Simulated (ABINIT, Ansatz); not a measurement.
# KAg (Pm-3m): zone-centre phonons

Wanted: the vibrations of KAg (Pm-3m) at Γ, by two programs.

Main program and level: ABINIT 10.8.3; DFT LDA, scalar-relativistic, plane waves, PseudoDojo norm-conserving pseudopotentials.

The structure was built from a prototype and need not be the compound's stable phase.

## (1) Starting point

It takes space group Pm-3m (No. 221, cubic). Conventional cell: a = 3.850 Å, b = 3.850 Å, c = 3.850 Å, α = 90.00°, β = 90.00°, γ = 90.00°. K has 8 Ag at 3.33 Å nearest. Nearest to Ag lie 8 K at 3.33 Å. Farther neighbours are not listed.

## (2) Relaxing the cell and atoms

The harmonic expansion needs vanishing forces, and a free crystal bears no stress, so cell and atoms are brought to rest. Stress is more sensitive to the basis than forces are: the last 3 Ha under the cutoff are smoothed with ecutsm, and the cutoff is raised above that of the later runs.

The starting cell comes from a relaxation made beforehand in Ansatz (LDA, PseudoDojo NC).

relax.abi reads:

```
# relaxation
ionmov 2
optcell 2
dilatmx 1.08
ntime 40
tolmxf 1.0d-05
tolvrs 1.0d-14
prtwf 0
prtden 0
chksymtnons 0

# basis, mesh and filling
ecut 48.0
ecutsm 3.0
ngkpt 8 8 8
nshiftk 1
shiftk 0.0 0.0 0.0
istwfk *1
occopt 7
tsmear 0.01
nband 21
nstep 100
diemac 1000000.0
prtebands 0
prtgsr 0

# cell and atoms
acell 3*1.0 Angstrom
rprim 
    3.84961787 0.0 0.0
    0.0 3.84961787 0.0
    0.0 0.0 3.84961787
ntypat 2
znucl 19 47
natom 2
typat 1 2
xred 
    0.5 0.5 0.5
    0.0 0.0 0.0
pp_dirpath "./pseudo"
pseudos "K.upf, Ag.upf"
```

Command:

```console
OMP_NUM_THREADS=1 mpirun -n 4 abinit relax.abi > relax.log
```

Numbers of over 12 decimals in the logs are rounded to 6 here.

relax.abo, the main output file:

```text
[banners, grids, parts of the stress and lines that vanish by symmetry left out]
- input  file    -> relax.abi
- output file    -> relax.abo
- root for input  files -> relaxi
[...]
Symmetries : space group Pm -3 m (#221); Bravais cP (primitive cubic)
[...]
mpw =        7809          nfft =      125000          nkpt =          35
[...]
== DATASET  1 ==================================================================
[...]
cutoff_energies: {ecut:  48.0, pawecutdg:  -1.0, }
[...]
ETOT  1  -184.70104263008    -1.847E+02 2.201E-01 1.877E+01
 ETOT  2  -184.89069259774    -1.896E-01 1.333E-02 5.416E+00
 ETOT  3  -184.89094826721    -2.557E-04 4.657E-03 1.141E+00
 ETOT  4  -184.89090889279     3.937E-05 6.001E-03 4.772E-01
 ETOT  5  -184.89099827504    -8.938E-05 3.043E-03 5.008E-02
[...]
At SCF step   12       vres2   =  8.81E-15 < tolvrs=  1.00E-14 =>converged.
[...]
sigma(1 1)= -9.86325816E-07  sigma(3 2)=  0.00000000E+00
  sigma(2 2)= -9.86325816E-07  sigma(3 1)=  0.00000000E+00
  sigma(3 3)= -9.86325816E-07  sigma(2 1)=  0.00000000E+00
[...]
convergence: {deltae: -7.873E-12, res2:  8.809E-15, residm:  5.553E-04, diffor: null, }
etotal    :  -1.84891006E+02
[...]
ETOT  1  -184.89100523299    -1.849E+02 4.940E-04 1.085E-02
[...]
At SCF step    9       vres2   =  9.43E-15 < tolvrs=  1.00E-14 =>converged.
[...]
sigma(1 1)= -9.29375382E-07  sigma(3 2)=  0.00000000E+00
  sigma(2 2)= -9.29375382E-07  sigma(3 1)=  0.00000000E+00
  sigma(3 3)= -9.29375382E-07  sigma(2 1)=  0.00000000E+00
[...]
convergence: {deltae:  2.066E-11, res2:  9.426E-15, residm:  1.715E-05, diffor: null, }
etotal    :  -1.84891006E+02
[...]
ETOT  1  -184.89067039771    -1.849E+02 9.356E-06 2.945E+00
[...]
ETOT  9  -184.89100674251    -3.979E-12 2.080E-06 1.743E-12
 ETOT 10  -184.89100674250     1.518E-11 1.532E-06 1.975E-15
 At SCF step   10       vres2   =  1.98E-15 < tolvrs=  1.00E-14 =>converged.
[...]
sigma(1 1)= -2.11534863E-09  sigma(3 2)=  0.00000000E+00
  sigma(2 2)= -2.11534864E-09  sigma(3 1)=  0.00000000E+00
  sigma(3 3)= -2.11534864E-09  sigma(2 1)=  0.00000000E+00
[...]
convergence: {deltae:  1.518E-11, res2:  1.975E-15, residm:  1.532E-06, diffor: null, }
etotal    :  -1.84891007E+02
[...]
At Broyd/MD step   3, gradients are converged :
[...]
sigma(1 1)= -2.11534863E-09  sigma(3 2)=  0.00000000E+00
  sigma(2 2)= -2.11534864E-09  sigma(3 1)=  0.00000000E+00
  sigma(3 3)= -2.11534864E-09  sigma(2 1)=  0.00000000E+00
[...]
- sigma(1 1)= -6.22357055E-05  sigma(3 2)=  0.00000000E+00
- sigma(2 2)= -6.22357056E-05  sigma(3 1)=  0.00000000E+00
- sigma(3 3)= -6.22357055E-05  sigma(2 1)=  0.00000000E+00
[...]
fcart     -0.0000000000E+00 -0.0000000000E+00 -0.0000000000E+00
           strten     -2.1153486341E-09 -2.1153486376E-09 -2.1153486358E-09
================================================================================

[key lines of the parts left out:]
pressure_GPa:   6.2236E-05
Total energy (etotal) [Ha]= -1.84891006742498E+02
```

Run time: 2.4 min. Hardware: 4 MPI ranks of Arm Neoverse V1, shared host; 9.8 min of CPU time.

Little changed from the start: no atom moved by 0.005 Å and no cell edge by 0.1 %.

This step gave:

- volume per atom: 28.57 Å³
- pressure: 6.22e-5 GPa
- gap on the k-mesh: 0 eV

## (3) Self-consistent run for the response

The response is built on these wavefunctions, so the potential is converged far more tightly than an energy would need. Occupations are smeared.

gs.abi reads:

```
# ground state
tolvrs 1.0d-16
prtden 1
prtwf 1

# basis, mesh and filling
ecut 39.0
ngkpt 8 8 8
nshiftk 1
shiftk 0.0 0.0 0.0
istwfk *1
occopt 7
tsmear 0.01
nband 21
nstep 100
diemac 1000000.0
prtebands 0
prtgsr 0

# cell and atoms
acell 3*1.0 Angstrom
rprim 
    3.851593533 0.0 0.0
    0.0 3.851593533 0.0
    0.0 0.0 3.851593533
ntypat 2
znucl 19 47
natom 2
typat 1 2
xred 
    0.5 0.5 0.5
    0.0 0.0 0.0
pp_dirpath "./pseudo"
pseudos "K.upf, Ag.upf"
```

Command:

```console
OMP_NUM_THREADS=1 mpirun -n 4 abinit gs.abi > gs.log
```

gs.abo, the main output file:

```text
[banners, grids, parts of the stress and lines that vanish by symmetry left out]
- input  file    -> gs.abi
- output file    -> gs.abo
- root for input  files -> gsi
[...]
Symmetries : space group Pm -3 m (#221); Bravais cP (primitive cubic)
[...]
mpw =        4524          nfft =       91125          nkpt =          35
[...]
== DATASET  1 ==================================================================
[...]
cutoff_energies: {ecut:  39.0, pawecutdg:  -1.0, }
[...]
ETOT  1  -184.72162218079    -1.847E+02 1.258E-01 1.491E+01
 ETOT  2  -184.89052712033    -1.689E-01 1.043E-02 4.706E+00
 ETOT  3  -184.89082827467    -3.012E-04 6.167E-03 3.607E-01
 ETOT  4  -184.89077376277     5.451E-05 4.772E-03 3.294E-01
 ETOT  5  -184.89085058045    -7.682E-05 3.935E-03 1.139E-02
[...]
ETOT 13  -184.89085330092    -7.276E-12 2.705E-04 4.204E-16
 ETOT 14  -184.89085330093    -1.933E-12 5.569E-04 2.260E-19
 At SCF step   14       vres2   =  2.26E-19 < tolvrs=  1.00E-16 =>converged.
[...]
sigma(1 1)=  7.12367341E-06  sigma(3 2)=  0.00000000E+00
  sigma(2 2)=  7.12367341E-06  sigma(3 1)=  0.00000000E+00
  sigma(3 3)=  7.12367341E-06  sigma(2 1)=  0.00000000E+00
[...]
convergence: {deltae: -1.933E-12, res2:  2.260E-19, residm:  5.569E-04, diffor: null, }
etotal    :  -1.84890853E+02
[...]
sigma(1 1)=  7.12367341E-06  sigma(3 2)=  0.00000000E+00
  sigma(2 2)=  7.12367341E-06  sigma(3 1)=  0.00000000E+00
  sigma(3 3)=  7.12367341E-06  sigma(2 1)=  0.00000000E+00
[...]
- sigma(1 1)=  2.09585708E-01  sigma(3 2)=  0.00000000E+00
- sigma(2 2)=  2.09585708E-01  sigma(3 1)=  0.00000000E+00
- sigma(3 3)=  2.09585708E-01  sigma(2 1)=  0.00000000E+00
[...]
fcart     -0.0000000000E+00 -0.0000000000E+00 -0.0000000000E+00
           strten      7.1236734104E-06  7.1236734104E-06  7.1236734104E-06
================================================================================

[key lines of the parts left out:]
pressure_GPa:  -2.0959E-01
```

Elapsed: 45 s, on 4 MPI ranks; 3 min of CPU time.

This step gave:

* pressure: -0.2096 GPa

The cell stands at -0.21 GPa: the relaxation ran with a smoothed and higher cutoff, and the difference is a stress of the finite basis.

## (4) Linear response at Γ

At q = 0 one unit cell holds all displacements. The response is solved for single atoms along the cell's directions, and symmetry skips those that follow from others. The crystal is treated as a metal, which screens a static field, so no field response is asked.

dfpt_gamma.abi reads:

```

# common to the responses
getwfk_filepath "gso_WFK"
kptopt 2
nqpt 1
qpt 0.0 0.0 0.0
asr 0
chneut 0

# displacements
rfphon 1
rfatpol 1 2
rfdir 1 1 1
tolvrs 1.0d-10
prtwf 0

# basis, mesh and filling
ecut 39.0
ngkpt 8 8 8
nshiftk 1
shiftk 0.0 0.0 0.0
istwfk *1
occopt 7
tsmear 0.01
nband 21
nstep 100
diemac 1000000.0
prtebands 0
prtgsr 0

# cell and atoms
acell 3*1.0 Angstrom
rprim 
    3.851593533 0.0 0.0
    0.0 3.851593533 0.0
    0.0 0.0 3.851593533
ntypat 2
znucl 19 47
natom 2
typat 1 2
xred 
    0.5 0.5 0.5
    0.0 0.0 0.0
pp_dirpath "./pseudo"
pseudos "K.upf, Ag.upf"
```

Command:

```console
OMP_NUM_THREADS=1 mpirun -n 4 abinit dfpt_gamma.abi > dfpt_gamma.log
```

dfpt_gamma.abo, the main output file:

```text
[banners, grids, parts of the stress and lines that vanish by symmetry left out]
- input  file    -> dfpt_gamma.abi
- output file    -> dfpt_gamma.abo
- root for input  files -> dfpt_gammai
- root for output files -> dfpt_gammao

 Symmetries : space group Pm -3 m (#221); Bravais cP (primitive cubic)
================================================================================
 Values of the parameters that define the memory need of the present run (RF).
     intxc =       0      iscf =       7    lmnmax =       6     lnmax =       6
     mgfft =      45  mpssoang =       3    mqgrid =    3001     natom =       2
  nloc_mem =       1    nspden =       1   nspinor =       1    nsppol =       1
      nsym =      48    n1xccc =    2501    ntypat =       2    occopt =       7
   xclevel =       1
-    mband =          21        mffmem =           1         mkmem =          65
-   mkqmem =          65        mk1mem =          65           mpw =        4524
      nfft =       91125          nkpt =         260
- my_mband =          21
================================================================================
================================================================================

--------------------------------------------------------------------------------
------------- Echo of variables that govern the present computation ------------
--------------------------------------------------------------------------------
-
- outvars: echo of selected default values
-   iomode0 =  0 , fftalg0 =312 , wfoptalg0 =  0
-
- outvars: echo of global parameters not present in the input file
-  max_nthreads =    1
-
 -outvars: echo values of preprocessed input variables
 [... echo left out ...]
================================================================================

 chkinp: Checking input parameters for consistency.

[...]
== DATASET  1 ==================================================================
-   mpi_nproc: 4, omp_nthreads: 1 (-1 if OMP is not activated)

--- !DatasetInfo
iteration_state: {dtset: 1, }
dimensions: {natom: 2, nkpt: 260, mband: 21, nsppol: 1, nspinor: 1, nspden: 1, mpw: 4524, }
cutoff_energies: {ecut:  39.0, pawecutdg:  -1.0, }
electrons: {nelect:   2.80000000E+01, charge:   0.00000000E+00, occopt:   7.00000000E+00, tsmear:   1.00000000E-02, }
meta: {optdriver: 1, rfphon: 1, }
...

 mkfilename: getwfk from: gso_WFK

 Real(R)+Recip(G) space primitive vectors, cartesian coordinates (Bohr,Bohr^-1):
 R(1)=  7.2784569  0.0000000  0.0000000  G(1)=  0.1373918  0.0000000  0.0000000
 R(2)=  0.0000000  7.2784569  0.0000000  G(2)=  0.0000000  0.1373918  0.0000000
 R(3)=  0.0000000  0.0000000  7.2784569  G(3)=  0.0000000  0.0000000  0.1373918
 Unit cell volume ucvol=  3.8558306E+02 bohr^3
 Angles (23,13,12)=  9.00000000E+01  9.00000000E+01  9.00000000E+01 degrees
 setup1 : take into account q-point for computing boxcut.

 getcut: wavevector=  0.0000  0.0000  0.0000  ngfft=  45  45  45
         ecut(hartree)=     39.000   => boxcut(ratio)=   2.15038

--- Pseudopotential description ------------------------------------------------
- pspini: atom type   1  psp file is ./pseudo/K.upf

- pspini: atom type   2  psp file is ./pseudo/Ag.upf

   1.00712993E+03                                ecore*ucvol(ha*bohr**3)
--------------------------------------------------------------------------------

 ==>  initialize data related to q vector <==

 The list of irreducible perturbations for this q vector is:
    1)    idir= 1    ipert=   1
    2)    idir= 1    ipert=   2

[...]
The perturbation idir=   2  ipert=   1 is
 symmetric of a previously calculated perturbation.
 So, its SCF calculation is not needed.

 The perturbation idir=   3  ipert=   1 is
 symmetric of a previously calculated perturbation.
 So, its SCF calculation is not needed.

 The perturbation idir=   2  ipert=   2 is
 symmetric of a previously calculated perturbation.
 So, its SCF calculation is not needed.

 The perturbation idir=   3  ipert=   2 is
 symmetric of a previously calculated perturbation.
 So, its SCF calculation is not needed.

--------------------------------------------------------------------------------
 Perturbation wavevector (in red.coord.)   0.000000  0.000000  0.000000
 Perturbation : displacement of atom   1   along direction   1
 Found     8 symmetries that leave the perturbation invariant.

[...]
dfpt_looppert : total number of electrons, from k and k+q
  fully or partially occupied states are    2.800000E+01 and    2.800000E+01.
 Initialisation of the first-order wave-functions :
  ireadwf=   0

--- !BeginCycle
iteration_state: {dtset: 1, }
solver: {iscf: 7, nstep: 100, nline: 4, wfoptalg: 0, }
tolerances: {tolvrs: 1.00E-10, }
...

     iter   2DEtotal(Ha)        deltaE(Ha) residm    vres2
-ETOT  1   1.947508     -1.730E+03 7.541E+00 1.149E+02
 ETOT  2  0.845056     -1.102E+00 1.002E-01 7.688E+01
 ETOT  3  0.807062     -3.799E-02 1.309E-02 3.667E+00
 ETOT  4  0.805395     -1.667E-03 7.229E-04 8.279E-02
 ETOT  5  0.805390     -4.819E-06 9.243E-05 1.765E-02
[...]
At SCF step   11       vres2   =  4.82E-12 < tolvrs=  1.00E-10 =>converged.
[...]
Mean square residual over all n,k,spin=   74.755E-14; max=  21.557E-11

 Thirteen components of 2nd-order total energy (hartree) are
 1,2,3: 0th-order hamiltonian combined with 1st-order wavefunctions
     kin0=   1.29887144E+03 eigvalue=   1.34397127E+02  local=  -1.24599255E+03
 4,5,6: 1st-order hamiltonian combined with 1st and 0th-order wfs
 loc psp =  -1.57214267E+03  Hartree=   4.63789723E+02     xc=  -1.08518445E+02
 note that "loc psp" includes a xc core correction that could be resolved
 7,8,9: eventually, occupation + non-local contributions
    edocc=   1.80957477E+02     enl0=   1.00791895E+03   enl1=  -1.89070477E+03
 1-9 gives the relaxation energy (to be shifted if some occ is /=2.0)
   erelax=  -1.73142372E+03
 10,11,12 Non-relaxation  contributions : frozen-wavefunctions and Ewald
 fr.local=   7.02100182E+02 fr.nonlo=   9.46622373E+02  Ewald=   9.84113985E+01
 13,14 Frozen wf xc core corrections (1) and (2)
 frxc 1  =  -1.15002437E+02  frxc 2 =   1.00097583E+02
 Resulting in :
 2DEtotal=    0.8053807662E+00 Ha. Also 2DEtotal=    0.219155271041E+02 eV
    (2DErelax=   -1.7314237188E+03 Ha. 2DEnonrelax=    1.7322290995E+03 Ha)
    (  non-var. 2DEtotal :    8.0538050027E-01 Ha)

[...]
Perturbation wavevector (in red.coord.)   0.000000  0.000000  0.000000
 Perturbation : displacement of atom   2   along direction   1
 Found     8 symmetries that leave the perturbation invariant.

--------------------------------------------------------------------------------

--------------------------------------------------------------------------------

 dfpt_looppert : total number of electrons, from k and k+q
  fully or partially occupied states are    2.800000E+01 and    2.800000E+01.
 Initialisation of the first-order wave-functions :
  ireadwf=   0

--- !BeginCycle
iteration_state: {dtset: 1, }
solver: {iscf: 7, nstep: 100, nline: 4, wfoptalg: 0, }
tolerances: {tolvrs: 1.00E-10, }
...

     iter   2DEtotal(Ha)        deltaE(Ha) residm    vres2
-ETOT  1   5.963948     -1.168E+04 5.325E+01 1.370E+03
[...]
ETOT 11  0.785425      2.601E-10 5.271E-10 1.447E-10
 ETOT 12  0.785425      1.091E-10 1.773E-10 2.513E-11

 At SCF step   12       vres2   =  2.51E-11 < tolvrs=  1.00E-10 =>converged.
[...]
Mean square residual over all n,k,spin=   18.294E-14; max=  17.729E-11

 Thirteen components of 2nd-order total energy (hartree) are
 1,2,3: 0th-order hamiltonian combined with 1st-order wavefunctions
     kin0=   1.27441088E+04 eigvalue=   6.79335477E+02  local=  -7.38340770E+03
 4,5,6: 1st-order hamiltonian combined with 1st and 0th-order wfs
 loc psp =  -1.31883637E+04  Hartree=   3.98661239E+03     xc=  -5.29858148E+02
 note that "loc psp" includes a xc core correction that could be resolved
 7,8,9: eventually, occupation + non-local contributions
    edocc=   1.10213678E+02     enl0=   2.07554224E+03   enl1=  -1.01767298E+04
 1-9 gives the relaxation energy (to be shifted if some occ is /=2.0)
   erelax=  -1.16825468E+04
 10,11,12 Non-relaxation  contributions : frozen-wavefunctions and Ewald
 fr.local=   6.60017025E+03 fr.nonlo=   5.08558393E+03  Ewald=   9.84113985E+01
 13,14 Frozen wf xc core corrections (1) and (2)
 frxc 1  =  -1.05437105E+03  frxc 2 =   9.53537679E+02
 Resulting in :
 2DEtotal=    0.7854253659E+00 Ha. Also 2DEtotal=    0.213725129986E+02 eV
    (2DErelax=   -1.1682546771E+04 Ha. 2DEnonrelax=    1.1683332197E+04 Ha)
    (  non-var. 2DEtotal :    7.8542419692E-01 Ha)

[...]
---- first-order wavefunction calculations are completed ----

 ==> Compute Derivative Database <==

 [... matrices left out ...]
  Phonon wavevector (reduced coordinates) :  0.00000  0.00000  0.00000
 Phonon energies in Hartree :
   3.487603E-05  3.487603E-05  3.487603E-05  5.361814E-04  5.361814E-04
   5.361814E-04
 Phonon frequencies in cm-1    :
-  7.654404E+00  7.654404E+00  7.654404E+00  1.176782E+02  1.176782E+02
-  1.176782E+02

== END DATASET(S) ==============================================================
================================================================================

 -outvars: echo values of variables after computation
            acell      1.8897261259E+00  1.8897261259E+00  1.8897261259E+00 Bohr
           etotal      7.8542536589E-01
            fcart      0.0000000000E+00  0.0000000000E+00  0.0000000000E+00
           strten      0.0000000000E+00  0.0000000000E+00  0.0000000000E+00
================================================================================
```

Elapsed: 2.6 min, on 4 MPI ranks; 11 min of CPU time.

Read from the output:

```
largest acoustic frequency at the zone centre before the sum rule : 7.65 cm⁻¹
highest optical zone-centre mode (no LO-TO term)                  : 117.7 cm⁻¹
lowest optical zone-centre mode                                   : 117.7 cm⁻¹
```

The acoustic modes at Γ come out as far as 7.7 cm⁻¹ from zero, where they should vanish, a small numerical error.

[end of part 1 of 2]

[Host names and launcher messages were left out of these logs when they were recorded.]

[Logs are printed without paths, hosts, clocks, repeated set-up lines and the standing remarks that a program may print on its own settings, such as how far it seeks lower states.]

[Hosts, paths, dates, database ids (printed as entryN), source tags and the programs' standing remarks are cut or masked in the printed files.]
